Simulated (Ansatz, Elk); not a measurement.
# Bonding as seen by X-rays: Li2Cu

The structure of Li2Cu used here is made up (a known structure type with other elements) and was relaxed beforehand with PBE. The aim is the Fourier transform of its all-electron density, F(hkl), set beside the sum over free spherical atoms that refinements use.

Calculated with Elk 11.2.3 (patched build); DFT, PBE, all-electron APW+lo, Dirac cores, scalar-relativistic bands, static density, no spin.

The structure was built from a prototype and need not be the compound's stable phase.

## Step 1: The structure

The structure is tetragonal, space group I4/mcm (No. 140). The conventional cell has a = 6.220 Å, b = 6.220 Å, c = 4.951 Å, α = 90.00°, β = 90.00°, γ = 90.00°. Nearest to Cu lie 2 Cu at 2.48 Å and 8 Li at 2.63 Å. Li has 4 Cu at 2.63 Å and 3 Li at 2.88 to 2.94 Å nearest. Farther neighbours are not listed.

As a file:

```cif
data_structure
_symmetry_space_group_name_H-M 'P 1'
_symmetry_Int_Tables_number 1
_cell_length_a 5.0470
_cell_length_b 5.0470
_cell_length_c 5.0470
_cell_angle_alpha 103.921
_cell_angle_beta 103.921
_cell_angle_gamma 121.254
_cell_volume 95.77
loop_
_atom_site_label
_atom_site_type_symbol
_atom_site_fract_x
_atom_site_fract_y
_atom_site_fract_z
_atom_site_occupancy
Cu1 Cu 0.75000 0.75000 0.00000 1
Cu2 Cu 0.25000 0.25000 0.00000 1
Li3 Li 0.83311 0.66689 0.50000 1
Li4 Li 0.33311 0.83311 0.16621 1
Li5 Li 0.16689 0.33311 0.50000 1
Li6 Li 0.66689 0.16689 0.83379 1
```

## Step 2: Ground state and structure factors

An all-electron density is needed, since X-rays see the cores too. Task 0 finds the density and task 195 Fourier-transforms it; tshift is off so that phases refer to the origin typed.

The input, elk.in:

```
tasks
  0
  195

xctype
  20

spinpol
  .false.

rgkmax
  7.0

gmaxvr
  14.0

lmaxo
  7

lmaxapw
  8

swidth
  0.002

tshift
  .false.

ramdisk
  .false.

hmaxvr
  5.5

maxscl
  120

epspot
  1e-06

sppath
  './'

avec
  -5.87703403042 5.87703403042 4.67806227353
  5.87703403042 -5.87703403042 4.67806227353
  5.87703403042 5.87703403042 -4.67806227353

atoms
  2
  'Cu.in'
  2
  0.7500000000 0.7500000000 -0.0000000000   0.000000 0.000000 0.000000
  0.2500000000 0.2500000000 -0.0000000000   0.000000 0.000000 0.000000
  'Li.in'
  4
  0.8331060952 0.6668939048 0.5000000000   0.000000 0.000000 0.000000
  0.3331060952 0.8331060952 0.1662121905   0.000000 0.000000 0.000000
  0.1668939048 0.3331060952 0.5000000000   0.000000 0.000000 0.000000
  0.6668939048 0.1668939048 0.8337878095   0.000000 0.000000 0.000000

ngridk
  6 6 6
```

Started as:

```sh
OMP_NUM_THREADS=4 elk
```

Numbers of over 12 decimals in the logs are rounded to 6 here.

The program printed:

```text
┌─────────────────────────┐
│ Elk code version 11.2.3 │
└─────────────────────────┘

All units are atomic (Hartree, Bohr, etc.)

┌─────────────────────────────────────────────────┐
│ Ground-state run starting from atomic densities │
└─────────────────────────────────────────────────┘

Lattice vectors :
  -5.877034030       5.877034030       4.678062274
   5.877034030      -5.877034030       4.678062274
   5.877034030       5.877034030      -4.678062274

Reciprocal lattice vectors :
  0.7225031947E-17  0.5345541029      0.6715585364
  0.5345541029      0.7225031947E-17  0.6715585364
  0.5345541029      0.5345541029     -0.1487551387E-16

Unit cell volume      :    646.3122701
Brillouin zone volume :   0.3837931367

Muffin-tin inner radius fraction :   0.1000000000E-01

Nuclei treated as point charges

Species : 1 (Cu)
 parameters loaded from : Cu.in
 name : copper
 nuclear charge    :   -29.00000000
 electronic charge :    29.00000000
 atomic mass :    115837.2717
 muffin-tin radius :    2.314031137
 number of radial points in muffin-tin :    993
 inner part over the whole radius :   0.9999882913E-02
 number on inner part of muffin-tin    :    701
 approximate nuclear radius :   0.7406004541E-04
 number of mesh points to nuclear radius :    337
 atomic positions (lattice), magnetic fields (Cartesian) :
  1 :  -0.25000000 -0.25000000  0.00000000    0.00000000  0.00000000  0.00000000
  2 :   0.25000000  0.25000000  0.00000000    0.00000000  0.00000000  0.00000000

Species : 2 (Li)
 parameters loaded from : Li.in
 name : lithium
 nuclear charge    :   -3.000000000
 electronic charge :    3.000000000
 atomic mass :    12652.66898
 muffin-tin radius :    1.800000000
 number of radial points in muffin-tin :    593
 inner part over the whole radius :   0.9806707936E-02
 number on inner part of muffin-tin    :    401
 approximate nuclear radius :   0.4000070961E-04
 number of mesh points to nuclear radius :    148
 atomic positions (lattice), magnetic fields (Cartesian) :
  1 :  -0.16689390 -0.33310610  0.50000000    0.00000000  0.00000000  0.00000000
  2 :   0.33310610 -0.16689390  0.16621219    0.00000000  0.00000000  0.00000000
  3 :   0.16689390  0.33310610  0.50000000    0.00000000  0.00000000  0.00000000
  4 :  -0.33310610  0.16689390 -0.16621219    0.00000000  0.00000000  0.00000000

Total number of atoms per unit cell :    6
Total muffin-tin volume :    201.5229927
 ratio of muffin-tin to unit cell volume :   0.3118043738

Spin treatment :
 spin-unpolarised

Number of Bravais lattice symmetries :   16
Number of crystal symmetries         :   16
Crystal has inversion symmetry
Real symmetric eigensolver will be used

k-point grid :      6     6     6
k-point offset :    0.000000000       0.000000000       0.000000000
k-point set is reduced with full crystal symmetry group
Total number of k-points :       30

Muffin-tin radius times maximum |G+k| :    7.000000000
 using average radius
Maximum |G+k| for APW functions       :    3.550877483
Maximum (1/2)|G+k|²                   :    6.304365451
Maximum |G| for potential and density :    14.00000000
Constant for pseudocharge density :    8
 order of it for each species :   15  15
 order of it for pair densities of each species (exact exchange by exxq0 0: 16) :   13   7
Radial integration step length :    1

G-vector grid sizes :     45    45    45
Number of G-vectors :    29961

Maximum angular momentum used for
 APW functions            :    8
 outer part of muffin-tin :    7
 inner part of muffin-tin :    2

Total nuclear charge    :   -70.00000000
Total core charge       :    24.00000000
Total valence charge    :    46.00000000
Total excess charge     :    0.000000000
Total electronic charge :    70.00000000

Effective Wigner radius, rₛ :    1.301423318

Number of empty states         :     24
Total number of valence states :     48
Total number of core states    :     24

Third-order local-orbitals added for an l without core states : T
Total number of local-orbitals :     80

[...]
at k-point 30

Charges :
 core                        :    24.00000000
 valence                     :    46.00000000
 interstitial                :    6.609031739
 muffin-tins (core leakage)
  species : 1 (Cu)
   atom 1                    :    27.31479931     (  0.2790927330E-03)
   atom 2                    :    27.31479931     (  0.2790927330E-03)
  species : 2 (Li)
   atom 1                    :    2.190342409     (   0.000000000    )
   atom 2                    :    2.190342409     (   0.000000000    )
[...]
total in muffin-tins        :    63.39096826
 total calculated charge     :    69.99927012
 total charge                :    70.00000000
 error                       :   0.7298849616E-03

RMS change in Kohn-Sham potential (target) :    9.891511657     (  0.1000000000E-05)
Absolute change in total energy (target)   :    2.021834034     (  0.1000000000E-03)

[... loops 3 to 20 left out ...]

┌──────────────────┐
│ Loop number : 21 │
└──────────────────┘

Energies :
 Fermi                       :     0.82285868527211E-01
 sum of occupied eigenvalues :     -1917.5582810053
 electron kinetic            :      3396.5610666118
 core electron kinetic       :      2997.4618697751
 Coulomb                     :     -6593.9815129471
 Coulomb potential           :     -5128.7729922308
 nuclear-nuclear             :     -349.03101074778
 electron-nuclear            :     -7368.0783371129
 Hartree                     :      1123.1278349135
 Madelung                    :     -4029.5950168318
 xc potential                :     -185.34635538630
 exchange                    :     -139.65865575404
 correlation                 :     -3.078184
 electron entropic           :    -0.82221769530168E-03
 total energy                :     -3340.1581078489

Density of states at Fermi energy :    62.57126265
 (states/Hartree/unit cell)

Estimated indirect band gap :   0.3627193300E-02
 from k-point 16 to k-point 24
Estimated direct band gap   :   0.1911031158E-01
 at k-point 2

Charges :
 core                        :    24.00000000
 valence                     :    46.00000000
 interstitial                :    5.408855669
 muffin-tins (core leakage)
  species : 1 (Cu)
   atom 1                    :    28.00602773     (  0.2532446986E-03)
   atom 2                    :    28.00602773     (  0.2532446986E-03)
  species : 2 (Li)
[...]
total in muffin-tins        :    64.59114433
 total calculated charge     :    69.99929050
 total charge                :    70.00000000
 error                       :   0.7094961213E-03

RMS change in Kohn-Sham potential (target) :   0.3626021879E-06 (  0.1000000000E-05)
Absolute change in total energy (target)   :   0.3966716577E-05 (  0.1000000000E-03)

Convergence targets achieved

┌──────────────────┐
│ Loop number : 22 │
└──────────────────┘

Energies :
 Fermi                       :     0.82285872684311E-01
 sum of occupied eigenvalues :     -1917.5582846333
 electron kinetic            :      3396.5610758409
 core electron kinetic       :      2997.4618662851
 Coulomb                     :     -6593.9815265273
 Coulomb potential           :     -5128.7729798102
 nuclear-nuclear             :     -349.03101074778
 electron-nuclear            :     -7368.0783766497
 Hartree                     :      1123.1278608702
 Madelung                    :     -4029.5950366222
 xc potential                :     -185.34638066395
 exchange                    :     -139.65865706088
 correlation                 :     -3.078184
 electron entropic           :    -0.82221771718542E-03
 total energy                :     -3340.1581135221

Density of states at Fermi energy :    62.57126638
 (states/Hartree/unit cell)

Estimated indirect band gap :   0.3627190976E-02
 from k-point 16 to k-point 24
Estimated direct band gap   :   0.1911032016E-01
 at k-point 2

Charges :
 core                        :    24.00000000
 valence                     :    46.00000000
 interstitial                :    5.408855102
 muffin-tins (core leakage)
  species : 1 (Cu)
   atom 1                    :    28.00602805     (  0.2532446828E-03)
   atom 2                    :    28.00602805     (  0.2532446828E-03)
  species : 2 (Li)
[...]
atom 2                    :    2.144772197     (   0.000000000    )
   atom 3                    :    2.144772197     (   0.000000000    )
   atom 4                    :    2.144772197     (   0.000000000    )
 total in muffin-tins        :    64.59114490
 total calculated charge     :    69.99929050
 total charge                :    70.00000000
 error                       :   0.7094960943E-03

┌──────────────────────────────┐
│ Self-consistent loop stopped │
└──────────────────────────────┘

Warning : core states of species 1 leak from the muffin-tin :   0.2532446828E-03

Wrote STATE.OUT
```

Wall time 49 s (4 threads of Arm Neoverse V2, shared host); peak memory 0.18 GiB.

SFACRHO.OUT:

```text

h k l indices transformed by vhmat matrix:
   1.000000000       0.000000000       0.000000000    
   0.000000000       1.000000000       0.000000000    
   0.000000000       0.000000000       1.000000000    

      h      k      l  multipl.   |H|            Re(F)            Im(F)           |F|

      0      0      0      1   0.0000000       70.000000      0.31874301E-16   70.000000    
      0      0      1      4  0.75597366       51.123297      0.84087980E-15   51.123297    
     -1      0      0      8  0.85833499     -0.26160471E-10  0.28029327E-15  0.26160471E-10
      1     -1      1      4   1.0691082       45.677188      0.28029327E-15   45.677188    
     -1     -1      1      2   1.3431171      -39.249158      0.79312229E-15   39.249158    
      0      1      1      8   1.3710329       5.1349124     -0.16302995E-14   5.1349124    
      1     -2      0      8   1.3710329      -5.1349124     -0.19620529E-14   5.1349124    
      0      0     -2      4   1.5119473       45.966401      0.84087980E-15   45.966401    
      0     -2      1      8   1.5412526      -45.619611      0.90962614E-15   45.619611    
      1     -1      2      4   1.6904085       45.592821     -0.33635192E-14   45.592821    
      1     -1     -2      4   1.6904085       45.592821      0.84087980E-15   45.592821    
      2      0      0      8   1.7166700      -45.321999      0.28029327E-15   45.321999    
      1     -2      2      8   1.7385982      0.23800542E-10  0.74179175E-15  0.23800542E-10
     -1     -1      3      8   2.0223620      -37.465624      0.12613197E-14   37.465624    
     -3      2      0      8   2.0410086      0.31082186E-01  0.56058653E-15  0.31082186E-01
     -1      0     -2      8   2.0410086     -0.31082183E-01  0.18219062E-14  0.31082183E-01
      2      1     -2      8   2.0843862      0.31998837E-08  0.56058653E-15  0.31998837E-08
      2     -2      2      4   2.1382164       34.892141      0.56058653E-15   34.892141
```

Elk indexes on the primitive cell of elk.in and gives |H| = 4π sin θ/λ in inverse bohr. Below, one row stands for each form hkl of the conventional cell (m members, Friedel mates merged), F is for one primitive cell and the density is static (no thermal factor). Free-atom factors are Waasmaier and Kirfel's, and R is Σm||F|−|F'||/Σm|F|.

| hkl | m | sin θ/λ (Å⁻¹) | abs F, DFT | neutral atoms | diff. |
| --- | --- | --- | --- | --- | --- |
| 110 | 4 | 0.114 | 51.123 | 51.174 | -0.050 |
| 101 | 8 | 0.129 | 0.000 | 0.000 | +0.000 |
| 200 | 4 | 0.161 | 45.677 | 46.206 | -0.529 |
| 002 | 2 | 0.202 | 39.249 | 39.985 | -0.736 |
| 211 | 16 | 0.206 | 5.135 | 5.176 | -0.041 |
| 220 | 4 | 0.227 | 45.966 | 46.756 | -0.790 |
| 112 | 8 | 0.232 | 45.620 | 46.396 | -0.776 |
| 310 | 8 | 0.254 | 45.593 | 46.310 | -0.717 |
| 202 | 8 | 0.258 | 45.322 | 46.026 | -0.704 |
| 301 | 8 | 0.261 | 0.000 | 0.000 | +0.000 |
| 222 | 8 | 0.304 | 37.466 | 37.937 | -0.471 |
| 321 | 16 | 0.307 | 0.031 | 0.022 | +0.009 |
| 103 | 8 | 0.313 | 0.000 | 0.000 | +0.000 |
| 400 | 4 | 0.322 | 34.892 | 35.326 | -0.434 |

## Step 3: The highest occupied states alone

An energy window below the Fermi level keeps the highest occupied states, to see at which angles they scatter; shallow core shells can lie inside it and anion s states outside. No new self-consistency is needed.

Edit elk.in of step 2 so:

```diff
@@ -1,3 +1,2 @@
 tasks
-  0
   195
@@ -40,2 +39,5 @@
 
+wsfac
+  -0.468950 0.382290
+
 sppath
```

Started as:

```sh
OMP_NUM_THREADS=4 elk
```

The program printed:

```text
┌─────────────────────────────────┐
│ Elk code version 11.2.3 started │
└─────────────────────────────────┘

Info(readinput): the functional depends on the density's gradient
 muffin-tin radial points multiplied by    2.00000
 (not where nrmtscf is given)

┌────────────────────┐
│ Current task : 195 │
└────────────────────┘
Info(checkmt): changed muffin-tin radius of species 1 (Cu) from   2.4000 to   2.3140

Info(sfacrho): density structure factors written to SFACRHO.OUT

 Energy window :  -0.4689500000      0.3822900000

┌──────────────────┐
│ Elk code stopped │
└──────────────────┘
```

Elapsed: 7.8 s, on 4 threads; peak memory 0.16 GiB; 9.6 s of CPU time.

States within 15 eV below the Fermi level hold 26.00 electrons; any levels below the window count with the cores. Their amplitudes can exceed the total, where window and core parts have opposite phase:

| hkl | sin θ/λ (Å⁻¹) | abs F, window | abs F, all |
| --- | --- | --- | --- |
| 110 | 0.114 | 18.061 | 51.123 |
| 101 | 0.129 | 0.000 | 0.000 |
| 200 | 0.161 | 15.365 | 45.677 |
| 002 | 0.202 | 13.301 | 39.249 |
| 211 | 0.206 | 0.075 | 5.135 |
| 220 | 0.227 | 12.054 | 45.966 |
| 112 | 0.232 | 11.871 | 45.620 |
| 310 | 0.254 | 10.964 | 45.593 |
| 202 | 0.258 | 10.816 | 45.322 |
| 301 | 0.261 | 0.000 | 0.000 |

## Step 4: Another functional

The difference from free atoms is small, so it is set against the change that LDA (Perdew-Wang) makes.

Edit elk.in of step 3 so:

```diff
@@ -1,2 +1,3 @@
 tasks
+  0
   195
@@ -4,3 +5,3 @@
 xctype
-  20
+  3
 
@@ -39,5 +40,2 @@
 
-wsfac
-  -0.468950 0.382290
-
 sppath
```

Started as:

```sh
OMP_NUM_THREADS=4 elk
```

The program printed:

```text
┌─────────────────────────┐
│ Elk code version 11.2.3 │
└─────────────────────────┘

All units are atomic (Hartree, Bohr, etc.)

┌─────────────────────────────────────────────────┐
│ Ground-state run starting from atomic densities │
└─────────────────────────────────────────────────┘

Lattice vectors :
  -5.877034030       5.877034030       4.678062274
   5.877034030      -5.877034030       4.678062274
   5.877034030       5.877034030      -4.678062274

Reciprocal lattice vectors :
  0.7225031947E-17  0.5345541029      0.6715585364
[...]
atom 2                    :    28.02525687     (  0.2623585134E-03)
  species : 2 (Li)
[...]
atom 3                    :    2.145033952     (   0.000000000    )
   atom 4                    :    2.145033952     (   0.000000000    )
 total in muffin-tins        :    64.63064954
 total calculated charge     :    69.99925947
 total charge                :    70.00000000
 error                       :   0.7405252111E-03

┌──────────────────────────────┐
│ Self-consistent loop stopped │
└──────────────────────────────┘

Warning : core states of species 1 leak from the muffin-tin :   0.2623585134E-03

Wrote STATE.OUT
[key lines of the parts left out:]
total energy                :     -3334.6022554695
```

It took 29 s on 4 threads; peak memory 0.16 GiB; 95 s of CPU time.

Against the first run R = 0.17 %; the largest change is -0.083 at 004.

## Step 5: Basis size

The basis and the expansions that go with it are enlarged, to see whether the differences are converged.

Edit elk.in of step 4 so:

```diff
@@ -5,3 +5,3 @@
 xctype
-  3
+  20
 
@@ -11,12 +11,12 @@
 rgkmax
-  7.0
+  8.5
 
 gmaxvr
-  14.0
+  18.0
 
 lmaxo
-  7
+  9
 
 lmaxapw
-  8
+  10
```

Started as:

```sh
OMP_NUM_THREADS=4 elk
```

The program printed:

```text
┌─────────────────────────┐
│ Elk code version 11.2.3 │
└─────────────────────────┘

All units are atomic (Hartree, Bohr, etc.)

┌─────────────────────────────────────────────────┐
│ Ground-state run starting from atomic densities │
└─────────────────────────────────────────────────┘

Lattice vectors :
  -5.877034030       5.877034030       4.678062274
   5.877034030      -5.877034030       4.678062274
   5.877034030       5.877034030      -4.678062274

Reciprocal lattice vectors :
  0.7225031947E-17  0.5345541029      0.6715585364
[...]
atom 2                    :    28.00800283     (  0.2533734222E-03)
  species : 2 (Li)
[...]
atom 3                    :    2.144972028     (   0.000000000    )
   atom 4                    :    2.144972028     (   0.000000000    )
 total in muffin-tins        :    64.59589378
 total calculated charge     :    69.99954068
 total charge                :    70.00000000
 error                       :   0.4593207259E-03

┌──────────────────────────────┐
│ Self-consistent loop stopped │
└──────────────────────────────┘

Warning : core states of species 1 leak from the muffin-tin :   0.2533734222E-03

Wrote STATE.OUT
[key lines of the parts left out:]
total energy                :     -3340.1615673169
```

Wall time 2.5 min (4 threads); peak memory 0.42 GiB.

Against the first run R = 0.00 %; the largest change is +0.004 at 220.

## Step 6: Settings against the effect

| run | R against the first run (%) | R against neutral atoms, low angle (%) | wall time |
| --- | --- | --- | --- |
| PBE, rgkmax 7 | 0.00 | 1.38 | 49 s |
| LDA (Perdew-Wang) | 0.17 | 1.41 | 29 s |
| rgkmax 8.5 with larger expansions | 0.00 | 1.38 | 2.5 min |

## Step 7: Outcome

| Quantity | Value |
| --- | --- |
| R against neutral atoms, sin θ/λ < 0.3 Å⁻¹ | 1.38 % |
| R against neutral atoms, 0.3 to 0.81 Å⁻¹ | 0.52 % |

Independent neutral atoms miss the calculated amplitudes by R = 1.38 % below 0.3 Å⁻¹ and 0.52 % from there to 0.81 Å⁻¹; by shells, 0.10 % below 0.15 Å⁻¹ (1 form), 1.54 % 0.15 to 0.3 (7 forms), 0.70 % 0.3 to 0.45 (19 forms), 0.47 % above 0.45 (97 forms). Bonding, aspherical density and the tables' own atoms all enter these figures, and the runs don't part them. The largest change of an amplitude is -0.79 electrons, at 220. The window's part falls from 26.0 electrons at the origin to at most 5.02 between 0.45 and 0.81 Å⁻¹, where compact states inside the window still scatter. Below 0.3 Å⁻¹ the changes that finished (LDA (Perdew-Wang) and rgkmax 8.5 with larger expansions) move F by R = 0.06 % at most, against the 1.38 % that separates it from free atoms. The k-mesh has no finished test. These runs have no spin, though d or f shells may be open. Part of the difference isn't bonding: the tables are fits to free atoms and ions calculated by other methods than this functional. Thermal motion, anomalous dispersion and extinction are left out.

[Logs are printed without paths, hosts, clocks, repeated set-up lines and the standing remarks that a program may print on its own settings, such as how far it seeks lower states.]

[Hosts, paths, dates, database ids (printed as entryN), source tags and the programs' standing remarks are cut or masked in the printed files.]
